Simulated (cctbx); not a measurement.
# Interatomic vectors of NaYMo2

Space group P-42_1m (no. 113), a = 6.6860 Å, b = 6.6860 Å, c = 4.2320 Å, α = 90.00°, β = 90.00°, γ = 90.00°, content Mo4 Y2 Na2.

The data are simulated with cctbx, not measured: Ag Kα, λ = 0.56087 Å, to d = 0.8 Å, 80 % of the full sphere, strongest reflection 20000 counts, noise from counting, a 4 % proportional error and a noise floor of 15 counts (s.d.); no absorption, some extinction.

Patterson synthesis from sharpened amplitudes, origin scaled to 1000:

```text
Patterson group P 4/m m m
      u       v       w   height  length (A)
  0.000   0.000   0.000   1000.0     0.00
  0.200   0.200   0.500    320.6     2.84
  0.098   0.500   0.500    226.1     4.01
  0.298   0.298   0.000    214.7     2.82
  0.500   0.500   0.500    208.7     5.18
  0.403   0.403   0.000    166.7     3.81
  0.000   0.500   0.231     93.9     3.48
  0.000   0.000   0.500     68.2     2.12
  0.088   0.500   0.000     65.8     3.39
  0.201   0.298   0.268     61.5     2.66
  0.000   0.106   0.220     60.0     1.17
  0.303   0.303   0.500     51.2     3.57
  0.056   0.165   0.000     47.8     1.17
  0.200   0.200   0.000     46.7     1.89
```

Q: Assign the vectors.

A peak at u stands for all pairs with xi − xj = u, with weight Σ ZiZj against Σ Z² = 10340 at the origin. Peak heights follow these weights only roughly, since form factors, motion and series ripples differ, all vectors within 0.55 Å of a peak are counted as merged into it though the farther ones add only part of their weight, and F(000) is left out, which lowers the whole map:

| u | v | w | shortest length (Å) | height | 1000 ΣZiZj/ΣZ² | pairs in the cell |
| --- | --- | --- | --- | --- | --- | --- |
| 0.200 | 0.200 | 0.500 | 2.84 | 321 | 317 | 2 × Mo–Y |
| 0.098 | 0.500 | 0.500 | 4.01 | 226 | 341 | 2 × Mo–Mo |
| 0.298 | 0.298 | 0.000 | 2.82 | 215 | 317 | 2 × Mo–Y |
| 0.500 | 0.500 | 0.500 | 5.18 | 209 | 294 | 2 × Y–Y |
| 0.403 | 0.403 | 0.000 | 3.81 | 167 | 171 | 1 × Mo–Mo |
| 0.000 | 0.500 | 0.231 | 3.48 | 94 | 83 | 2 × Y–Na |
| 0.000 | 0.000 | 0.500 | 2.12 | 68 | 0 | none within 0.55 Å |
| 0.088 | 0.500 | 0.000 | 3.39 | 66 | 0 | none within 0.55 Å |
| 0.201 | 0.298 | 0.268 | 2.66 | 62 | 45 | 1 × Mo–Na |
| 0.000 | 0.106 | 0.220 | 1.17 | 60 | 0 | none within 0.55 Å |

The table stops at ten peaks or at a height of 45, below which ripples compete. In the model behind the data Mo, the heaviest element, has 1 independent site: (0.2991, 0.2009, 0.2725), up to an allowed shift of origin; the Mo–Mo vectors are differences of these positions and their symmetry mates. Elements of similar Z can't be told apart from the map alone. The whole model:

| atom | mult. | x | y | z | Ueq (Å²) |
| --- | --- | --- | --- | --- | --- |
| Mo1 | 4 | 0.2991 | 0.2009 | 0.2725 | 0.0031 |
| Y1 | 2 | 0 | 1/2 | 0.2166 | 0.0035 |
| Na1 | 2 | 1/2 | 1/2 | 0 | 0.0061 |

This is a model crystal, built by substitution and not relaxed, with assumed displacement parameters.

[Logs are printed without paths, hosts, clocks, repeated set-up lines and the standing remarks that a program may print on its own settings, such as how far it seeks lower states.]
